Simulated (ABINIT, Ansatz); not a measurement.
**P2Ir (P2_1/c): G0W0 with ABINIT, start to end**

Wanted: ground state, empty states, screening and self-energy for P2Ir (P2_1/c).

Method: LDA and many-body steps on it, plane waves, in ABINIT 10.8.3.

**1. The structure**

It takes space group P2_1/c (No. 14, monoclinic). Conventional cell: a = 5.772 Å, b = 5.807 Å, c = 5.872 Å, α = 90.00°, β = 111.25°, γ = 90.00°. Nearest to P lie 1 P at 2.22 Å and 3 Ir at 2.41 to 2.42 Å. P has 1 P at 2.22 Å and 3 Ir at 2.33 to 2.35 Å nearest. Nearest to Ir lie 6 P at 2.33 to 2.42 Å. Farther neighbours are not listed.

The cell and positions are those that the Materials Project relaxed with its own functionals (PBE, PBE+U or r2SCAN), kept fixed. Spin-orbit coupling is left out unless a step names it.

**2. Ground state**

This step: ABINIT 10.8.3; DFT, LDA, plane waves, norm-conserving pseudopotentials.

The ground-state density comes first.

Input file run.abi:

```
acell 3*1.0 Angstrom
rprim 
  5.772335097500 0.000000000000 -0.000000000000
  0.000000000000 5.806731510000 0.000000000000
  -2.128499726500 0.000000000000 5.473140883600
ntypat 2
znucl 15 77
natom 12
typat 1 1 1 1 1 1 1 1 2 2 2 2
xred 
  0.158006700000 0.881881860000 0.870287720000
  0.841993300000 0.381881860000 0.629712280000
  0.841993300000 0.118118140000 0.129712280000
  0.158006700000 0.618118140000 0.370287720000
  0.334322990000 0.377205270000 0.188546390000
  0.665677010000 0.877205270000 0.311453610000
  0.665677010000 0.622794730000 0.811453610000
  0.334322990000 0.122794730000 0.688546390000
  0.271866410000 0.498830410000 0.791578690000
  0.728133590000 0.998830410000 0.708421310000
  0.728133590000 0.501169590000 0.208421310000
  0.271866410000 0.001169590000 0.291578690000
pp_dirpath "pseudos"
pseudos "P.upf, Ir.upf"
ecut 24
ngkpt 4 4 4
nshiftk 1
shiftk 0 0 0
kptopt 1
chksymbreak 0
nband 64
occopt 1
tolvrs 1e-08
nstep 60
prtwf 0
optforces 0
optstress 0
indata_prefix "in"
outdata_prefix "out"
tmpdata_prefix "tmp"
```

The run is started by

```bash
$ OMP_NUM_THREADS=1 mpirun -n 16 abinit run.abi > log
```

Numbers of over 12 decimals in the logs are rounded to 6 here.

What it wrote:

```text
.Version 10.8.3 of ABINIT. v10.8.2 released Aug 2026.

 Symmetries : space group P2_1/c (# 14); Bravais mP (primitive monocl.)
================================================================================
 Values of the parameters that define the memory need of the present run
     intxc =       0    ionmov =       0      iscf =       7    lmnmax =       8
     lnmax =       8     mgfft =      50  mpssoang =       4    mqgrid =    3001
     natom =      12  nloc_mem =       1    nspden =       1   nspinor =       1
    nsppol =       1      nsym =       4    n1xccc =    2501    ntypat =       2
    occopt =       1   xclevel =       1
-    mband =          64        mffmem =           1         mkmem =           2
       mpw =        6968          nfft =      125000          nkpt =          30
================================================================================
  Rough estimation (10% accuracy) of disk space for files :
================================================================================

--------------------------------------------------------------------------------
------------- Echo of variables that govern the present computation ------------
--------------------------------------------------------------------------------
 -outvars: echo values of preprocessed input variables --------
            acell      1.8897261259E+00  1.8897261259E+00  1.8897261259E+00 Bohr

      chksymbreak           0
             ecut      2.40000000E+01 Hartree
-          fftalg         312

              ixc       -1012
              kpt      0.00000000E+00  0.00000000E+00  0.00000000E+00
                       2.50000000E-01  0.00000000E+00  0.00000000E+00
                       5.00000000E-01  0.00000000E+00  0.00000000E+00
                       0.00000000E+00  2.50000000E-01  0.00000000E+00
                       2.50000000E-01  2.50000000E-01  0.00000000E+00
                       5.00000000E-01  2.50000000E-01  0.00000000E+00
                       0.00000000E+00  5.00000000E-01  0.00000000E+00
                       2.50000000E-01  5.00000000E-01  0.00000000E+00
                       5.00000000E-01  5.00000000E-01  0.00000000E+00
   [... 19 further rows ...]
                       2.50000000E-01  5.00000000E-01  5.00000000E-01
                       5.00000000E-01  5.00000000E-01  5.00000000E-01
         kptrlatt        4    0    0      0    4    0      0    0    4
          kptrlen      4.36325298E+01
P           mkmem           2
            natom          12
            nband          64
            ngfft          50      50      50
             nkpt          30
            nstep          60
             nsym           4
           ntypat           2
              occ      2.000000  2.000000  2.000000  2.000000  2.000000  2.000000
                       2.000000  2.000000  2.000000  2.000000  2.000000  2.000000
                       2.000000  2.000000  2.000000  2.000000  2.000000  2.000000
                       2.000000  2.000000  2.000000  2.000000  2.000000  2.000000
                       2.000000  2.000000  2.000000  2.000000  2.000000  2.000000
                       2.000000  2.000000  2.000000  2.000000  2.000000  2.000000
                       2.000000  2.000000  2.000000  2.000000  2.000000  2.000000
                       2.000000  2.000000  2.000000  2.000000  2.000000  2.000000
                       2.000000  2.000000  2.000000  2.000000  2.000000  2.000000
                       0.000000  0.000000  0.000000  0.000000  0.000000  0.000000
                       0.000000  0.000000  0.000000  0.000000
        optforces           0
        optstress           0
            prtwf           0
            rprim      5.7723350975E+00  0.0000000000E+00 -0.0000000000E+00
[...]
spgroup          14

           tolvrs      1.00000000E-08

             xred      1.5800670000E-01  8.8188186000E-01  8.7028772000E-01
[...]
znucl       15.00000   77.00000

================================================================================

 chkinp: Checking input parameters for consistency.

================================================================================
== DATASET  1 ==================================================================
-   mpi_nproc: 16, omp_nthreads: 1 (-1 if OMP is not activated)

--- !DatasetInfo
iteration_state: {dtset: 1, }
dimensions: {natom: 12, nkpt: 30, mband: 64, nsppol: 1, nspinor: 1, nspden: 1, mpw: 6968, }
cutoff_energies: {ecut:  24.0, pawecutdg:  -1.0, }
electrons: {nelect:   1.08000000E+02, charge:   0.00000000E+00, occopt:   1.00000000E+00, tsmear:   1.00000000E-02, }

 Real(R)+Recip(G) space primitive vectors, cartesian coordinates (Bohr,Bohr^-1):
 R(1)= 10.9081324  0.0000000  0.0000000  G(1)=  0.0916747  0.0000000  0.0356522
 R(2)=  0.0000000 10.9731322  0.0000000  G(2)=  0.0000000  0.0911317  0.0000000
 R(3)= -4.0222815  0.0000000 10.3427373  G(3)=  0.0000000  0.0000000  0.0966862
 Unit cell volume ucvol=  1.2379882E+03 bohr^3
 Angles (23,13,12)=  9.00000000E+01  1.11251015E+02  9.00000000E+01 degrees

 getcut: wavevector=  0.0000  0.0000  0.0000  ngfft=  50  50  50
         ecut(hartree)=     24.000   => boxcut(ratio)=   2.04307

--- Pseudopotential description ------------------------------------------------
- P Generated using ONCVPSP code by D. R. Hamann
[...]
nproj     2     2     2     2
  pspatm : epsatm=   27.56253566
         --- l  ekb(1:nproj) -->
[...]
pspatm: atomic psp has been read  and splines computed

   1.79823461E+04                                ecore*ucvol(ha*bohr**3)
--------------------------------------------------------------------------------

_setup2: Arith. and geom. avg. npw (full set) are    6951.109    6951.096

================================================================================

--- !BeginCycle
iteration_state: {dtset: 1, }
solver: {iscf: 7, nstep: 60, nline: 4, wfoptalg: 0, }
tolerances: {tolvrs: 1.00E-08, }

     iter   Etot(hartree)      deltaE(h)  residm     vres2
 ETOT  1  -515.27445434364    -5.153E+02 9.758E-02 4.500E+01
 ETOT  2  -515.62325107991    -3.488E-01 2.527E-02 5.890E+02
 ETOT  3  -515.79625857041    -1.730E-01 1.209E-02 1.017E+02
 ETOT  4  -515.82936502033    -3.311E-02 1.922E-02 3.254E+00
 ETOT  5  -515.83041514092    -1.050E-03 9.689E-03 1.226E-01
 ETOT  6  -515.83046094919    -4.581E-05 3.352E-03 1.287E-03
 ETOT  7  -515.83046132282    -3.736E-07 4.668E-03 1.983E-04
 ETOT  8  -515.83046137998    -5.716E-08 3.006E-03 3.678E-07
 ETOT  9  -515.83046138012    -1.397E-10 3.293E-03 3.898E-08
 ETOT 10  -515.83046138014    -1.364E-11 1.195E-03 3.179E-09

 At SCF step   10       vres2   =  3.18E-09 < tolvrs=  1.00E-08 =>converged.

--- !ResultsGS
iteration_state: {dtset: 1, }
comment   : Summary of ground state results
lattice_vectors:
- [ 10.9081324,   0.0000000,  -0.0000000, ]
- [  0.0000000,  10.9731322,   0.0000000, ]
- [ -4.0222815,   0.0000000,  10.3427373, ]
lattice_lengths: [  10.90813,   10.97313,   11.09734, ]
lattice_angles: [ 90.000, 111.251,  90.000, ] # degrees, (23, 13, 12)
lattice_volume:   1.2379882E+03
convergence: {deltae: -1.364E-11, res2:  3.179E-09, residm:  1.195E-03, diffor:  0.000E+00, }
etotal    :  -5.15830461E+02
entropy   :   0.00000000E+00
fermie    :   3.71267225E-01
cartesian_stress_tensor: null
pressure_GPa: null
xred      :
- [  1.5801E-01,   8.8188E-01,   8.7029E-01,  P]
- [  8.4199E-01,   3.8188E-01,   6.2971E-01,  P]
- [  8.4199E-01,   1.1812E-01,   1.2971E-01,  P]
- [  1.5801E-01,   6.1812E-01,   3.7029E-01,  P]
- [  3.3432E-01,   3.7721E-01,   1.8855E-01,  P]
- [  6.6568E-01,   8.7721E-01,   3.1145E-01,  P]
- [  6.6568E-01,   6.2279E-01,   8.1145E-01,  P]
- [  3.3432E-01,   1.2279E-01,   6.8855E-01,  P]
- [  2.7187E-01,   4.9883E-01,   7.9158E-01, Ir]
- [  7.2813E-01,   9.9883E-01,   7.0842E-01, Ir]
- [  7.2813E-01,   5.0117E-01,   2.0842E-01, Ir]
- [  2.7187E-01,   1.1696E-03,   2.9158E-01, Ir]
cartesian_forces: null
force_length_stats: {min: null, max: null, mean: null, }

 Integrated electronic density in atomic spheres:
 ------------------------------------------------
 Atom  Sphere_radius  Integrated_density
[...]
================================================================================

 ----iterations are completed or convergence reached----

 Mean square residual over all n,k,spin=   49.798E-07; max=  11.949E-04
 reduced coordinates (array xred) for   12 atoms
[...]
0.334322990000      0.122794730000      0.688546390000
       0.271866410000      0.498830410000      0.791578690000
       0.728133590000      0.998830410000      0.708421310000
       0.728133590000      0.501169590000      0.208421310000
       0.271866410000      0.001169590000      0.291578690000
 rms dE/dt=  0.0000E+00; max dE/dt=  0.0000E+00; dE/dt below (all hartree)
    1       0.000000000000      0.000000000000      0.000000000000
    2       0.000000000000      0.000000000000      0.000000000000
    3       0.000000000000      0.000000000000      0.000000000000
    4       0.000000000000      0.000000000000      0.000000000000
    5       0.000000000000      0.000000000000      0.000000000000
    6       0.000000000000      0.000000000000      0.000000000000
    7       0.000000000000      0.000000000000      0.000000000000
    8       0.000000000000      0.000000000000      0.000000000000
    9       0.000000000000      0.000000000000      0.000000000000
[...]
cartesian coordinates (angstrom) at end:
[...]
8      0.464254     0.713036     3.768511
    9     -0.115571     2.896574     4.332422
   10      2.695157     5.799940     3.877290
   11      3.759406     2.910157     1.140719
   12      0.948679     0.0067915     1.595851
 length scales=  1.889726125908  1.889726125908  1.889726125908 bohr
              =  1.000000000000  1.000000000000  1.000000000000 angstroms
 prteigrs : about to open file out_EIG
 Fermi (or HOMO) energy (hartree) =   0.37127   Average Vxc (hartree)=  -0.44844
 Eigenvalues (hartree) for nkpt=  30  k points:
 kpt#   1, nband= 64, wtk=  0.01563, kpt=  0.0000  0.0000  0.0000 (reduced coord)
  -3.02729   -3.02725   -3.02712   -3.02707   -1.44374   -1.44373   -1.44013   -1.44007
  -1.43954   -1.43953   -1.43904   -1.43900   -1.43484   -1.43471   -1.43440   -1.43439
  -0.15408   -0.07391   -0.06990   -0.06833    0.02352    0.04149    0.04931    0.05206
   0.10407    0.13967    0.14018    0.14063    0.15027    0.17844    0.17982    0.19095
   0.19353    0.19967    0.20431    0.20574    0.22374    0.23259    0.23565    0.24083
   0.25240    0.26044    0.26708    0.27543    0.27932    0.28311    0.29061    0.29270
   0.29457    0.29678    0.29751    0.31237    0.31912    0.32397    0.39408    0.42349
   0.45763    0.47173    0.48275    0.51464    0.52847    0.53177    0.56151    0.56770
 prteigrs : prtvol=0 or 1, do not print more k-points.

--- !EnergyTerms
iteration_state     : {dtset: 1, }
comment             : Components of total free energy in Hartree
kinetic             :  1.49157411239946E+02
hartree             :  1.16256169289492E+02
xc                  : -1.01990484820633E+02
Ewald energy        : -3.47896746439862E+02
psp_core            :  1.45254581998647E+01
local_psp           : -3.77819024262266E+02
non_local_psp       :  3.19367554133235E+01
total_energy        : -5.15830461380135E+02
total_energy_eV     : -1.40364619220574E+04
band_energy         : -4.48325835219287E+01

== END DATASET(S) ==============================================================
================================================================================

 -outvars: echo values of variables after computation  --------
           etotal     -5.1583046138E+02
            nband          64
             nkpt          30
          spgroup          14
 [... the other variables as echoed above ...]

 Calculation completed.
```

Elapsed: 52 s, on 16 MPI ranks of Arm Neoverse V2, shared host; peak memory 1.6 GiB; 14 min of CPU time.

This step gave:

- total energy: -14036.4619 eV
- gap: 0.6207 eV
- k of the valence top: 0.5, 0.5, 0.5
- k of the conduction bottom: 0, 0, 0
- least direct gap: 1.526 eV

The gap is indirect, with the least direct gap 0.91 eV higher.

**3. Empty states on the mesh, 2×2×2 mesh, 661 bands**

The sums over transitions need many empty states on a uniform mesh; this step solves for them.

run.abi: that of step 2 with these lines changed.

```diff
@@ -25,3 +25,3 @@
 ecut 24
-ngkpt 4 4 4
+ngkpt 2 2 2
 nshiftk 1
@@ -30,9 +30,10 @@
 chksymbreak 0
-nband 64
-occopt 1
-tolvrs 1e-08
+iscf -2
+irdden 1
+istwfk *1
+nband 661
+nbdbuf 60
+tolwfr 1e-09
 nstep 60
-prtwf 0
-optforces 0
-optstress 0
+prtvol 0
 indata_prefix "in"
```

The run is started by

```bash
$ OMP_NUM_THREADS=2 mpirun -n 8 abinit run.abi > log
```

What it wrote:

```text
.Version 10.8.3 of ABINIT. v10.8.2 released Aug 2026.

 Symmetries : space group P2_1/c (# 14); Bravais mP (primitive monocl.)
[... echo of the input left out ...]
== DATASET  1 ==================================================================
-   mpi_nproc: 8, omp_nthreads: 2 (-1 if OMP is not activated)

--- !DatasetInfo
iteration_state: {dtset: 1, }
dimensions: {natom: 12, nkpt: 8, mband: 661, nsppol: 1, nspinor: 1, nspden: 1, mpw: 6990, }
cutoff_energies: {ecut:  24.0, pawecutdg:  -1.0, }
electrons: {nelect:   1.08000000E+02, charge:   0.00000000E+00, occopt:   1.00000000E+00, tsmear:   1.00000000E-02, }

 Real(R)+Recip(G) space primitive vectors, cartesian coordinates (Bohr,Bohr^-1):
 R(1)= 10.9081324  0.0000000  0.0000000  G(1)=  0.0916747  0.0000000  0.0356522
 R(2)=  0.0000000 10.9731322  0.0000000  G(2)=  0.0000000  0.0911317  0.0000000
 R(3)= -4.0222815  0.0000000 10.3427373  G(3)=  0.0000000  0.0000000  0.0966862
 Unit cell volume ucvol=  1.2379882E+03 bohr^3
 Angles (23,13,12)=  9.00000000E+01  1.11251015E+02  9.00000000E+01 degrees

 getcut: wavevector=  0.0000  0.0000  0.0000  ngfft=  50  50  50
         ecut(hartree)=     24.000   => boxcut(ratio)=   2.04307

--- Pseudopotential description ------------------------------------------------
- P Generated using ONCVPSP code by D. R. Hamann
- 15.00000   5.00000  180309                  znucl, zion, pspdat
12 -1012 2 -1 1298                            pspcod,pspxc,lmax,lloc,mmax
     nproj     2     2     2     0
  pspatm : epsatm=    7.03163270
         --- l  ekb(1:nproj) -->
             0    6.795192    1.078292
             1    3.452929    0.907117
             2   -3.024864   -0.802189
 pspatm: atomic psp has been read  and splines computed

- Ir Generated using ONCVPSP code by D. R. Hamann
- 77.00000  17.00000  180309                  znucl, zion, pspdat
12 -1012 3 -1 1296                            pspcod,pspxc,lmax,lloc,mmax
     nproj     2     2     2     2
  pspatm : epsatm=   27.56253566
         --- l  ekb(1:nproj) -->
[...]
pspatm: atomic psp has been read  and splines computed

--------------------------------------------------------------------------------

================================================================================
 prteigrs : about to open file out_EIG
 Non-SCF case, kpt    1 (  0.00000  0.00000  0.00000), residuals and eigenvalues=
  7.18E-10  7.58E-10  9.14E-10  7.74E-10  5.12E-10  4.81E-10  4.81E-10  5.47E-10
  5.39E-10  4.29E-10  5.81E-10  5.14E-10  4.72E-10  4.14E-10  5.27E-10  5.23E-10
  1.07E-10  7.02E-10  6.48E-10  1.40E-10  6.80E-10  7.90E-10  6.91E-10  8.74E-10
[...]
9.75E-04  5.65E-04  9.22E-04  1.60E-03  1.32E-03
 -3.0273E+00 -3.0273E+00 -3.0271E+00 -3.0271E+00 -1.4437E+00 -1.4437E+00
 -1.4401E+00 -1.4401E+00 -1.4395E+00 -1.4395E+00 -1.4390E+00 -1.4390E+00
 -1.4348E+00 -1.4347E+00 -1.4344E+00 -1.4344E+00 -1.5408E-01 -7.3910E-02
[...]
4.5099E+00  4.5118E+00  4.5138E+00  4.5193E+00  4.5202E+00  4.5333E+00
  4.5362E+00  4.5464E+00  4.5500E+00  4.5575E+00  4.5597E+00  4.5651E+00
  4.5695E+00
 prteigrs : prtvol=0 or 1, do not print more k-points.

--- !ResultsGS
iteration_state: {dtset: 1, }
comment   : Summary of ground state results
lattice_vectors:
- [ 10.9081324,   0.0000000,  -0.0000000, ]
- [  0.0000000,  10.9731322,   0.0000000, ]
- [ -4.0222815,   0.0000000,  10.3427373, ]
lattice_lengths: [  10.90813,   10.97313,   11.09734, ]
lattice_angles: [ 90.000, 111.251,  90.000, ] # degrees, (23, 13, 12)
lattice_volume:   1.2379882E+03
convergence: {deltae:  0.000E+00, res2:  0.000E+00, residm:  9.972E-10, diffor:  0.000E+00, }
etotal    :  -5.15830461E+02
entropy   :   0.00000000E+00
fermie    :   3.71267225E-01
cartesian_stress_tensor: null
pressure_GPa: null
xred      :
- [  1.5801E-01,   8.8188E-01,   8.7029E-01,  P]
- [  8.4199E-01,   3.8188E-01,   6.2971E-01,  P]
- [  8.4199E-01,   1.1812E-01,   1.2971E-01,  P]
[...]
- [  6.6568E-01,   6.2279E-01,   8.1145E-01,  P]
- [  3.3432E-01,   1.2279E-01,   6.8855E-01,  P]
- [  2.7187E-01,   4.9883E-01,   7.9158E-01, Ir]
- [  7.2813E-01,   9.9883E-01,   7.0842E-01, Ir]
- [  7.2813E-01,   5.0117E-01,   2.0842E-01, Ir]
- [  2.7187E-01,   1.1696E-03,   2.9158E-01, Ir]
cartesian_forces: null
force_length_stats: {min: null, max: null, mean: null, }

 Integrated electronic density in atomic spheres:
 ------------------------------------------------
 Atom  Sphere_radius  Integrated_density
[...]
================================================================================

 ----iterations are completed or convergence reached----

 Mean square residual over all n,k,spin=   32.387E-11; max=  99.718E-11
 reduced coordinates (array xred) for   12 atoms
[...]
0.728133590000      0.501169590000      0.208421310000
       0.271866410000      0.001169590000      0.291578690000

 cartesian coordinates (angstrom) at end:
    1     -0.940340     5.120851     4.763207
    2      3.519925     2.217485     3.446504
    3      4.584175     0.685880     0.709934
[...]
11      3.759406     2.910157     1.140719
   12      0.948679     0.0067915     1.595851
 length scales=  1.889726125908  1.889726125908  1.889726125908 bohr
              =  1.000000000000  1.000000000000  1.000000000000 angstroms
 prteigrs : about to open file out_EIG
 Eigenvalues (hartree) for nkpt=   8  k points:
 kpt#   1, nband=661, wtk=  0.12500, kpt=  0.0000  0.0000  0.0000 (reduced coord)
[...]
4.46833    4.47458    4.48642    4.49273    4.49612    4.49848    4.50049    4.50331
   4.50994    4.51184    4.51381    4.51926    4.52023    4.53328    4.53617    4.54636
   4.55004    4.55746    4.55973    4.56514    4.56949
 prteigrs : prtvol=0 or 1, do not print more k-points.

== END DATASET(S) ==============================================================
================================================================================

 -outvars: echo values of variables after computation  --------
            nband         661
             nkpt           8
          spgroup          14
 [... the other variables as echoed above ...]

 Calculation completed.
```

Elapsed: 5.4 min, on 8 MPI ranks; peak memory 1.4 GiB; 67 min of CPU time.

This step gave:

- gap: 0.6207 eV
- k of the valence top: 0.5, 0.5, 0.5
- k of the conduction bottom: 0, 0, 0
- least direct gap: 1.526 eV
- k points computed: 8
- lowest point of the top converged band, above the valence top: 105.8689 eV

On this mesh the gap is 0.621 eV.

(Continued in part 2 of 2.)

[Paths, hosts, dates, memory and timing lines, banners, echoed tables and standing remarks are left out of the program output.]

[Logs are printed without paths, hosts, clocks, repeated set-up lines and the standing remarks that a program may print on its own settings, such as how far it seeks lower states.]

[Runs of the session that timed out or met a known fault of the program may be left out.]

[Hosts, paths, dates, database ids (printed as entryN), source tags and the programs' standing remarks are cut or masked in the printed files.]

[G0W0 gaps are taken among the corrected bands and points alone; a level outside them can change the order at an edge.]

[Where Ansatz stands beside ABINIT at settings called matched, ABINIT's density can come from a denser mesh and the files from another edition; pairs whose starting gaps differed by over 0.03 eV were left out, so agreement reads better than it is.]
